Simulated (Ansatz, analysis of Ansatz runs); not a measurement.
## F+ centre in corundum: optical absorption band against experiment

How near does this set-up come to the measured optical absorption band? Subject: F+ centre in corundum. Set-up: PBE0 on PBE structures, 80-site cell, PBE lattice, 420 eV, k: the zone centre alone. The model is a cell of 80 host atoms with 1 O taken out. The excitation energy is a difference of total energies with one electron moved up within one spin channel. Exact exchange opens the gap, stiffens bonds and lessens the self-interaction error, at many times the cost.

What was measured. Vertical absorption energy (lower of two bands): 4.8 eV, by optical absorption (radiation-induced, RIOA) at RT, neutron-irradiated crystal (quoted in “Detection of hidden oxygen interstitials in neutron-irradiated corundum crystals”, 2022, A. Lushchik et al., quoting earlier work (1977)). The runs below try to reproduce this.

Method: plane-wave PAW DFT, PBE; relaxation of all atoms of a defect supercell, in Ansatz 0.2.0.

### 1. Set-up

The cell holds 79 atoms: 32 Al and 47 O. Cell: a = 10.362 Å, b = 10.362 Å, c = 10.362 Å, α = 55.3°, β = 55.3°, γ = 55.3°. It derives from Al2O3 (space group R-3c). Nearest the centre at fractional (0.375, 0.722, 0.528): Al31 at 1.87 Å, Al71 at 1.87 Å, Al24 at 1.99 Å, Al23 at 1.99 Å, O69 at 2.55 Å, O8 at 2.55 Å, O65 at 2.65 Å, O26 at 2.65 Å. The cell carries charge +1.

The host's primitive cell comes from a first run (plane-wave PAW DFT, PBE; relaxation of the host's cell and atoms): vectors of 5.181, 5.181 and 5.181 Å. That is 8.76 Å³ an atom, 3.0 % over the diffraction cell's volume. The supercell is built on it.

### 2. Relaxation, charge +1

Every later number rests on the structure around the defect, so the atoms are relaxed at the host's lattice first.

relax/input.yaml

```yaml
relax:
  f_tol: 0.02
  max_steps: 80
  escape_saddle: false
crystal:
  lattice:
    - [4.80871308, 2.77631179, 8.74900354]
    - [-4.80871308, 2.77631179, 8.74900354]
    - [0.0, -5.55262359, 8.74900354]
  atoms:
    - { symbol: Al, position: [0.176072736, 0.176072736, 0.176072736] }
    - { symbol: Al, position: [0.073927264, 0.073927264, 0.073927264] }
    - { symbol: Al, position: [0.323927264, 0.323927264, 0.323927264] }
    - { symbol: Al, position: [0.426072736, 0.426072736, 0.426072736] }
    - { symbol: O, position: [0.278085818, 0.471914182, 0.125] }
    - { symbol: O, position: [0.125, 0.278085818, 0.471914182] }
    - { symbol: O, position: [0.471914182, 0.125, 0.278085818] }
    - { symbol: O, position: [0.221914182, 0.028085818, 0.375] }
    - { symbol: O, position: [0.375, 0.221914182, 0.028085818] }
    - { symbol: O, position: [0.028085818, 0.375, 0.221914182] }
    - { symbol: Al, position: [0.176072736, 0.176072736, 0.676072736] }
    - { symbol: Al, position: [0.073927264, 0.073927264, 0.573927264] }
    - { symbol: Al, position: [0.323927264, 0.323927264, 0.823927264] }
    - { symbol: Al, position: [0.426072736, 0.426072736, 0.926072736] }
    - { symbol: O, position: [0.278085818, 0.471914182, 0.625] }
    - { symbol: O, position: [0.125, 0.278085818, 0.971914182] }
    - { symbol: O, position: [0.471914182, 0.125, 0.778085818] }
    - { symbol: O, position: [0.221914182, 0.028085818, 0.875] }
    - { symbol: O, position: [0.375, 0.221914182, 0.528085818] }
    - { symbol: O, position: [0.028085818, 0.375, 0.721914182] }
    - { symbol: Al, position: [0.176072736, 0.676072736, 0.176072736] }
    - { symbol: Al, position: [0.073927264, 0.573927264, 0.073927264] }
    - { symbol: Al, position: [0.323927264, 0.823927264, 0.323927264] }
    - { symbol: Al, position: [0.426072736, 0.926072736, 0.426072736] }
    - { symbol: O, position: [0.278085818, 0.971914182, 0.125] }
    - { symbol: O, position: [0.125, 0.778085818, 0.471914182] }
    - { symbol: O, position: [0.471914182, 0.625, 0.278085818] }
    - { symbol: O, position: [0.221914182, 0.528085818, 0.375] }
    - { symbol: O, position: [0.375, 0.721914182, 0.028085818] }
    - { symbol: O, position: [0.028085818, 0.875, 0.221914182] }
    - { symbol: Al, position: [0.176072736, 0.676072736, 0.676072736] }
    - { symbol: Al, position: [0.073927264, 0.573927264, 0.573927264] }
    - { symbol: Al, position: [0.323927264, 0.823927264, 0.823927264] }
    - { symbol: Al, position: [0.426072736, 0.926072736, 0.926072736] }
    - { symbol: O, position: [0.278085818, 0.971914182, 0.625] }
    - { symbol: O, position: [0.125, 0.778085818, 0.971914182] }
    - { symbol: O, position: [0.471914182, 0.625, 0.778085818] }
    - { symbol: O, position: [0.221914182, 0.528085818, 0.875] }
    - { symbol: O, position: [0.028085818, 0.875, 0.721914182] }
    - { symbol: Al, position: [0.676072736, 0.176072736, 0.176072736] }
    - { symbol: Al, position: [0.573927264, 0.073927264, 0.073927264] }
    - { symbol: Al, position: [0.823927264, 0.323927264, 0.323927264] }
    - { symbol: Al, position: [0.926072736, 0.426072736, 0.426072736] }
    - { symbol: O, position: [0.778085818, 0.471914182, 0.125] }
    - { symbol: O, position: [0.625, 0.278085818, 0.471914182] }
    - { symbol: O, position: [0.971914182, 0.125, 0.278085818] }
    - { symbol: O, position: [0.721914182, 0.028085818, 0.375] }
    - { symbol: O, position: [0.875, 0.221914182, 0.028085818] }
    - { symbol: O, position: [0.528085818, 0.375, 0.221914182] }
    - { symbol: Al, position: [0.676072736, 0.176072736, 0.676072736] }
    - { symbol: Al, position: [0.573927264, 0.073927264, 0.573927264] }
    - { symbol: Al, position: [0.823927264, 0.323927264, 0.823927264] }
    - { symbol: Al, position: [0.926072736, 0.426072736, 0.926072736] }
    - { symbol: O, position: [0.778085818, 0.471914182, 0.625] }
    - { symbol: O, position: [0.625, 0.278085818, 0.971914182] }
    - { symbol: O, position: [0.971914182, 0.125, 0.778085818] }
    - { symbol: O, position: [0.721914182, 0.028085818, 0.875] }
    - { symbol: O, position: [0.875, 0.221914182, 0.528085818] }
    - { symbol: O, position: [0.528085818, 0.375, 0.721914182] }
    - { symbol: Al, position: [0.676072736, 0.676072736, 0.176072736] }
    - { symbol: Al, position: [0.573927264, 0.573927264, 0.073927264] }
    - { symbol: Al, position: [0.823927264, 0.823927264, 0.323927264] }
    - { symbol: Al, position: [0.926072736, 0.926072736, 0.426072736] }
    - { symbol: O, position: [0.778085818, 0.971914182, 0.125] }
    - { symbol: O, position: [0.625, 0.778085818, 0.471914182] }
    - { symbol: O, position: [0.971914182, 0.625, 0.278085818] }
    - { symbol: O, position: [0.721914182, 0.528085818, 0.375] }
    - { symbol: O, position: [0.875, 0.721914182, 0.028085818] }
    - { symbol: O, position: [0.528085818, 0.875, 0.221914182] }
    - { symbol: Al, position: [0.676072736, 0.676072736, 0.676072736] }
    - { symbol: Al, position: [0.573927264, 0.573927264, 0.573927264] }
    - { symbol: Al, position: [0.823927264, 0.823927264, 0.823927264] }
    - { symbol: Al, position: [0.926072736, 0.926072736, 0.926072736] }
    - { symbol: O, position: [0.778085818, 0.971914182, 0.625] }
    - { symbol: O, position: [0.625, 0.778085818, 0.971914182] }
    - { symbol: O, position: [0.971914182, 0.625, 0.778085818] }
    - { symbol: O, position: [0.721914182, 0.528085818, 0.875] }
    - { symbol: O, position: [0.875, 0.721914182, 0.528085818] }
    - { symbol: O, position: [0.528085818, 0.875, 0.721914182] }
total_charge: 1
basis:
  ecutwfc: 420
  xc_grid: 2
hamiltonian:
  xc: pbe
kpoints:
  mp_grid: { grid: [1, 1, 1] }
magnetization:
  spin_polarized: true
  initial_magnetization: 1
  spin_locking: { lock_magnetization: hard }
scf:
  occupations: { method: fermi_dirac, width: 0.01 }
  max_iter: 120
output:
  forces: true
checkpoint:
  write: "../relax.run"
  compress: false
  write_wavefunctions: true
  write_every: 100000
```

On the command line:

```sh
ansatz run input.yaml --threads 2 --pin off --max-ram 3768MiB --backend cpu --events-out ev --progress --plain --runs-dir out
```

Numbers of over 12 decimals in the logs are rounded to 6 here.

The log of the run:

```text
[... repeated set-up lines and file paths are left out, and long positions are rounded to six places ...]
Engine: ansatz 0.2.0, aarch64-unknown-linux-gnu
Pseudopotentials: kind: paw
Pseudopotential: Al, paw, valence charge 3, recommended cutoff 420 eV (normal), Al.paw.azcp
Pseudopotential: O, paw, valence charge 6, recommended cutoff 420 eV (normal), O.paw.azcp
Functional definition: PBE
  parameter kappa = 0.804
  parameter beta = 0.066725
  exchange = pbe_x(kappa = kappa, mu = beta*pi^2/3)
  correlation = pbe_c(beta = beta)
Crystal: 79 atoms, lattice volume = 700.821 Å³
Basis set: ecut = 420 eV, 13757 PW (Γ), exchange–correlation on 144×144×144 points (8 copies of the dense FFT grid, shifted against one another)
Bands: 268, of which v1, the nominal top of the filled ones, is band 189 counted from 1 (188 counted from 0)
Symmetry: 2 space group operations
Space group: C2 (ITA 5), of the structure as read, at distance tolerance 8.9e-5 Å
Magnetic group: BNS 5.13 (UNI 20), of the structure as read, at distance tolerance 8.9e-5 Å
k-points: 1
Non-local potential: Al, projectors of the file, l = 0: 2, l = 1: 2, l = 2: 1
Non-local potential: O, projectors of the file, l = 0: 2, l = 1: 2, l = 2: 1
PAW form: soft (Blöchl's): semilocal exchange-correlation on the pseudo side does not see the compensation charge
PAW one-centre angular grid: Al, 110 points (default); XC on 64 Gauss nodes
PAW one-centre angular grid: O, 110 points (default); XC on 64 Gauss nodes
Initial density: superposition of atomic densities (chi_scale 0.1, normalization cell, long waves kept (reshape's long-wave potential 0.19 eV rms))
Starting moments: Σ|m| = 1 μB on 79 of 79 sites
Initial wavefunctions: pseudopotential atomic-orbital guess
Functional: x = pbe(κ = 0.804, μ = 0.219515), c = pbe(β = 0.066725)
SCF iter   1: F=—  HF=-44025.862104 eV  |F-HF|=—  |Δ(HF+E_count)|=         —  Δρ=6.50e-2 (↑6.39e-2 ↓6.50e-2)  dr2=1.13e2  dr2_m=8.50e-2  M=1.000 μB ∫|m|=1.012 μB  β_m=0.30  ethr=3.10e-3  ⟨swp⟩=6.0  Hψ=2282  notcnv=0  defer=86
preconditioner: auto → Resta (q_TF=auto, 2.460 Å⁻¹)  ε∞=3.3  [insulator: Δε(μ)=3.494 eV  Ē_g=17.965 eV  σ=0.010 eV  W_gap=1.00  n_scr=174 (ndim 8)  ℏωp=27.2 eV  f_vac=0.000  D(μ)=0.00/eV (n_scr^D=0)  ε∞_Penn≈3.3]
spin=Collinear: Resta preconditioning applied to the charge; magnetization (m = ρ↑ − ρ↓) channel mixes plain (no charge-response kernel on spin).
SCF iter   2: F=—  HF=-44000.208728 eV  |F-HF|=—  |Δ(HF+E_count)|=    2.57e1  Δρ=3.01e-2 (↑2.94e-2 ↓3.01e-2)  dr2=2.57e1  dr2_m=4.47e-2  M=1.000 μB ∫|m|=1.014 μB  β_m=0.42  ethr=3.10e-3  ⟨swp⟩=3.0  Hψ=984  notcnv=0  defer=150
SCF iter   3: F=—  HF=-43994.385424 eV  |F-HF|=—  |Δ(HF+E_count)|=    5.82e0  Δρ=1.36e-2 (↑1.35e-2 ↓1.36e-2)  dr2=2.52e0  dr2_m=9.13e-3  M=1.000 μB ∫|m|=1.048 μB  β_m=0.71  ethr=3.10e-3  ⟨swp⟩=2.0  Hψ=845  notcnv=0  defer=150
SCF iter   4: F=—  HF=-43994.347716 eV  |F-HF|=—  |Δ(HF+E_count)|=   3.77e-2  Δρ=1.02e-3 (↑1.02e-3 ↓9.57e-4)  dr2=2.07e-2  dr2_m=7.89e-5  M=1.000 μB ∫|m|=1.050 μB  β_m=0.77  ethr=6.68e-4  ⟨swp⟩=3.0  Hψ=910  notcnv=0  defer=150
SCF iter   5: F=—  HF=-43994.360992 eV  |F-HF|=—  |Δ(HF+E_count)|=   1.33e-2  Δρ=4.55e-4 (↑4.53e-4 ↓4.55e-4)  dr2=3.92e-3  dr2_m=9.03e-6  M=1.000 μB ∫|m|=1.047 μB  β_m=0.77  ethr=5.48e-6  ⟨swp⟩=3.0  Hψ=777  notcnv=0  defer=150
SCF iter   6: F=—  HF=-43994.363025 eV  |F-HF|=—  |Δ(HF+E_count)|=   2.03e-3  Δρ=2.27e-4 (↑2.27e-4 ↓2.22e-4)  dr2=1.05e-3  dr2_m=2.09e-6  M=1.000 μB ∫|m|=1.046 μB  β_m=0.75  ethr=1.04e-6  ⟨swp⟩=2.0  Hψ=772  notcnv=0  defer=150
SCF iter   7: F=—  HF=-43994.363353 eV  |F-HF|=—  |Δ(HF+E_count)|=   3.29e-4  Δρ=8.78e-5 (↑8.78e-5 ↓8.37e-5)  dr2=1.63e-4  dr2_m=3.62e-7  M=1.000 μB ∫|m|=1.046 μB  β_m=0.87  ethr=2.78e-7  ⟨swp⟩=2.0  Hψ=764  notcnv=0  defer=150
SCF iter   8: F=—  HF=-43994.363470 eV  |F-HF|=—  |Δ(HF+E_count)|=   1.16e-4  Δρ=3.67e-5 (↑3.60e-5 ↓3.67e-5)  dr2=2.79e-5  dr2_m=2.19e-8  M=1.000 μB ∫|m|=1.046 μB  β_m=0.71  ethr=4.33e-8  ⟨swp⟩=2.0  Hψ=761  notcnv=0  defer=150
SCF iter   9: F=-43994.363474 eV  HF=-43994.363473 eV  |F-HF|=2.64e-7  |Δ(HF+E_count)|=   3.80e-6  Δρ=4.59e-6 (↑4.53e-6 ↓4.59e-6)  dr2=5.15e-7  dr2_m=1.70e-9  M=1.000 μB ∫|m|=1.046 μB  ethr=2.65e-9  ⟨swp⟩=4.0  Hψ=1300  notcnv=0
SCF 1 converged in 9 iterations: F = -43994.363474 eV  dr2 = 5.15e-7
  greatest PAW one-centre occupation: 0.860 electrons in one spin orbital (limit 2), on the O atom at site 68 (counted from 0), in its partial waves of l = 0
relax step   1: F+E_penalty+E_count = -43994.36347371 eV  Δ(F+E_penalty+E_count) = +0.000e0 eV  max|allowed force component| = 1.952e0 eV/Å  Δτ_max = 0.0000 Å  (9 SCF iters, dr2 threshold 1.00e-5 eV, accepted)
[... the SCF cycles and remarks between the steps are left out from here to the last step ...]
relax step   2: F+E_penalty+E_count = -43994.99447908 eV  Δ(F+E_penalty+E_count) = -6.310e-1 eV  max|allowed force component| = 5.985e-1 eV/Å  Δτ_max = 0.0873 Å  (5 SCF iters, dr2 threshold 1.00e-4 eV, accepted)
relax step   3: F+E_penalty+E_count = -43995.11697023 eV  Δ(F+E_penalty+E_count) = -1.225e-1 eV  max|allowed force component| = 1.652e-1 eV/Å  Δτ_max = 0.0264 Å  (5 SCF iters, dr2 threshold 2.24e-5 eV, accepted)
relax step   4: F+E_penalty+E_count = -43995.13413275 eV  Δ(F+E_penalty+E_count) = -1.716e-2 eV  max|allowed force component| = 5.686e-2 eV/Å  Δτ_max = 0.0225 Å  (5 SCF iters, dr2 threshold 2.08e-6 eV, accepted)
SCF iter   1: F=—  HF=-43995.135969 eV  |F-HF|=—  |Δ(HF+E_count)|=         —  Δρ=1.85e-4 (↑1.81e-4 ↓1.85e-4)  dr2=9.64e-4  dr2_m=1.35e-6  M=1.000 μB ∫|m|=1.041 μB  β_m=0.30  ethr=2.05e-6  ⟨swp⟩=5.5  Hψ=1494  notcnv=0  defer=150
SCF iter   2: F=—  HF=-43995.135803 eV  |F-HF|=—  |Δ(HF+E_count)|=   1.66e-4  Δρ=1.31e-4 (↑1.28e-4 ↓1.31e-4)  dr2=4.85e-4  dr2_m=7.72e-7  M=1.000 μB ∫|m|=1.041 μB  β_m=0.65  ethr=2.56e-7  ⟨swp⟩=1.0  Hψ=618  notcnv=0  defer=150
SCF iter   3: F=—  HF=-43995.135654 eV  |F-HF|=—  |Δ(HF+E_count)|=   1.49e-4  Δρ=2.75e-5 (↑2.66e-5 ↓2.75e-5)  dr2=1.38e-5  dr2_m=3.34e-8  M=1.000 μB ∫|m|=1.041 μB  β_m=0.63  ethr=1.29e-7  ⟨swp⟩=2.0  Hψ=669  notcnv=0  defer=150
SCF iter   4: F=—  HF=-43995.136251 eV  |F-HF|=—  |Δ(HF+E_count)|=   5.97e-4  Δρ=9.88e-6 (↑9.88e-6 ↓9.84e-6)  dr2=2.08e-6  dr2_m=7.33e-9  M=1.000 μB ∫|m|=1.041 μB  β_m=0.77  ethr=3.66e-9  ⟨swp⟩=2.0  Hψ=727  notcnv=0  defer=150
SCF iter   5: F=—  HF=-43995.136251 eV  |F-HF|=—  |Δ(HF+E_count)|=   2.44e-8  Δρ=2.43e-6 (↑2.37e-6 ↓2.43e-6)  dr2=1.36e-7  dr2_m=3.98e-10  M=1.000 μB ∫|m|=1.041 μB  β_m=0.76  ethr=5.51e-10  ⟨swp⟩=2.0  Hψ=655  notcnv=0  defer=150
SCF iter   6: F=-43995.136251 eV  HF=-43995.136251 eV  |F-HF|=9.26e-9  |Δ(HF+E_count)|=   3.73e-9  Δρ=1.10e-6 (↑1.07e-6 ↓1.10e-6)  dr2=2.27e-8  dr2_m=7.35e-11  M=1.000 μB ∫|m|=1.041 μB  ethr=2.65e-11  ⟨swp⟩=3.0  Hψ=1212  notcnv=0
SCF 5 converged in 6 iterations: F = -43995.136251 eV  dr2 = 2.27e-8
relax step   5: F+E_penalty+E_count = -43995.13625079 eV  Δ(F+E_penalty+E_count) = -2.118e-3 eV  max|allowed force component| = 2.082e-3 eV/Å  Δτ_max = 0.0057 Å  (6 SCF iters, accepted)
NSCF: frozen V_eff on 1 k-points
the band table was solved once a step of the walk had ended and its energy, with any forces and stress, was formed, with the checks that follow a solve (2517 applications of the Hamiltonian). They found nothing against the state; [...]
SCF converged after 6 iterations
Stability checked in part: among states of this total moment the steps that led to this state did not find it unstable. No probe was made; neither looks for a lower state of another moment (fixed_total_moment; see scf.lower_state_search)
Magnetization: 1.0000 μB (189.0000 up, 188.0000 down)
Absolute magnetization: 1.0454 μB (∫|ρ↑−ρ↓|, with the PAW one-centre terms)
Spin contamination: 0.0023 ħ² per cell (⟨S²⟩ above its minimum at these occupations)
Per-site moments (μB) at R_I (Å): [(0.00152254, 0.768410), (0.000156881, 0.769741), (7.720159542884946e-5, 0.771235), [... 76 left out ...]
Free energy (F): -43995.136251 eV
Harris-Foulkes:  -43995.136251 eV  (|F-HF|=9.26e-9)
Internal energy: -43995.136251 eV  (E = F + TS)
E sigma→0 (E₀):  -43995.136251 eV
Fermi energy:    10.331064 (↑ 11.488345, ↓ 9.153741) eV
--- Per-component energies (eV) ---
  E_band       = 378.670264
  E_kinetic    = 9230.511146
  E_local      = -16162.772995  (includes V_loc(G=0)·N_el)
  E_nonlocal   = 2537.581438
  E_hartree    = 6024.419292
  E_xc         = -4812.203008
  E_vxc        = -5452.749476  (∫ρ·V_xc dr)
  E_paw        = -22407.948320  (= ΣΔE_a)
  E_vpaw       = -1822.864989  (= ΣTr[D̂ρ^β])
  E_aug_tail   = 0.118577  (compensation charges beyond the density's cutoff)
  E_ewald      = -18404.842381
  E_smearing   = -0.000000  (= −TS)
  E_closure    = -0.000000  (closes the sum)
  E_deformation_potential = 18.019471  (in the stress; not in F)
  Σ components = -43995.136251   (vs F -43995.136251, Δ=0.00e0)
--- Forces (eV/Å), atoms counted from 1 ---
  atom   1  Al     0.00092320     0.00058427     0.00002392
  atom   2  Al    -0.00094787    -0.00031722     0.00036026
  [... 5 atoms left out ...]
  atom   8  O     -0.00041810    -0.00013305     0.00047333
  [... 6 atoms left out ...]
  atom  15  O     -0.00017010     0.00024657     0.00180740
  [... 7 atoms left out ...]
  atom  23  Al     0.00097864    -0.00082607     0.00083030
  atom  24  Al     0.00022608    -0.00126057    -0.00083030
  [... 1 atom left out ...]
  atom  26  O     -0.00047067    -0.00073311     0.00049738
  [... 4 atoms left out ...]
  atom  31  Al    -0.00037826     0.00062353     0.00003138
  [... 5 atoms left out ...]
  atom  37  O     -0.00012849     0.00027060    -0.00180740
  [... 27 atoms left out ...]
  atom  65  O      0.00087022     0.00004106    -0.00049738
  [... 3 atoms left out ...]
  atom  69  O      0.00032427     0.00029556    -0.00047333
  [... 1 atom left out ...]
  atom  71  Al    -0.00035086     0.00063934    -0.00003138
  [... 8 atoms left out ...]
  max |Σ_I F_I| component: 1.73e-5 eV/Å
--- Band table (eV) ---
  k-point 0 ↑: bands = ["-11.7090", "-10.8291", "-10.7575", "-10.7280", [... 260 left out ...] "20.0442", "20.1073", "20.1218", "20.1629"]
  k-point 0 ↓: bands = ["-11.7018", "-10.8186", "-10.7487", "-10.7197", [... 260 left out ...] "20.0717", "20.1392", "20.1459", "20.1785"]
--- Relaxed structure (5 steps of the walk, 5 accepted, 0 SCFs on fresh bases) ---
  F+E_penalty+E_count = -43995.13625079 eV   max|allowed force component| = 2.082e-3 eV/Å
  atoms:
    - { symbol: Al, position: [0.175014, 0.177894, 0.174916] }
    - { symbol: Al, position: [0.073771, 0.074437, 0.072118] }
    [... 5 atoms left out ...]
    - { symbol: O, position: [0.225718, 0.020441, 0.377875] }
    [... 6 atoms left out ...]
    - { symbol: O, position: [0.278195, 0.474253, 0.625236] }
    [... 7 atoms left out ...]
    - { symbol: Al, position: [0.319858, 0.830215, 0.313886] }
    - { symbol: Al, position: [0.430142, 0.936114, 0.419785] }
    [... 1 atom left out ...]
    - { symbol: O, position: [0.127268, 0.777374, 0.472790] }
    [... 4 atoms left out ...]
    - { symbol: Al, position: [0.163500, 0.672136, 0.684428] }
    [... 5 atoms left out ...]
    - { symbol: O, position: [0.471805, 0.624764, 0.775747] }
    [... 27 atoms left out ...]
    - { symbol: O, position: [0.622732, 0.777210, 0.472626] }
    [... 3 atoms left out ...]
    - { symbol: O, position: [0.524282, 0.872125, 0.229559] }
    [... 1 atom left out ...]
    - { symbol: Al, position: [0.586500, 0.565572, 0.577864] }
    [... 8 atoms left out ...]
```

Elapsed: 100 s, on 2 threads of Arm Neoverse V1, shared host; peak memory 1.4 GiB.

Step by step:

```csv
step,energy less that of the first step (eV),largest force component (eV/Å)
1,0.0000,1.9521
2,-0.6310,0.5985
3,-0.7535,0.1652
4,-0.7707,0.0569
5,-0.7728,0.0021
```

Forces are held to the 2 operations that the run works with; a distortion that breaks them can't arise in this run.

The atoms that moved most (Å):

```csv
atom,dx,dy,dz,length
Al71,0.101,-0.010,0.071,0.124
Al31,-0.042,-0.092,-0.071,0.124
Al24,-0.029,0.074,0.068,0.105
Al23,-0.050,0.062,-0.068,0.105
O69,-0.004,-0.061,0.008,0.062
O8,0.055,-0.027,-0.008,0.062
O27,-0.023,-0.032,0.039,0.055
O35,0.039,0.004,-0.039,0.055
```

Neighbours of the ideal centre at the end:

```csv
atom,distance (Å)
Al31,1.996
Al71,1.996
Al23,2.097
Al24,2.097
O69,2.491
O8,2.491
O26,2.621
O65,2.621
```

Numbers from this step:

```yaml
free_energy: -43995.1363 eV
total_moment: 1 μB
integral_of_the_absolute_spin_density: 1.045 μB
spin_contamination: 0.002281
```

(Part 1 of 2 ends here.)

[Logs are printed without paths, hosts, clocks, repeated set-up lines and the standing remarks that a program may print on its own settings, such as how far it seeks lower states.]

[Hosts, paths, dates, database ids (printed as entryN), source tags and the programs' standing remarks are cut or masked in the printed files.]

[For some hosts the program warned that the k-mesh of the response run may be too coarse for force constants and the static dielectric constant; such warnings are not shown here.]
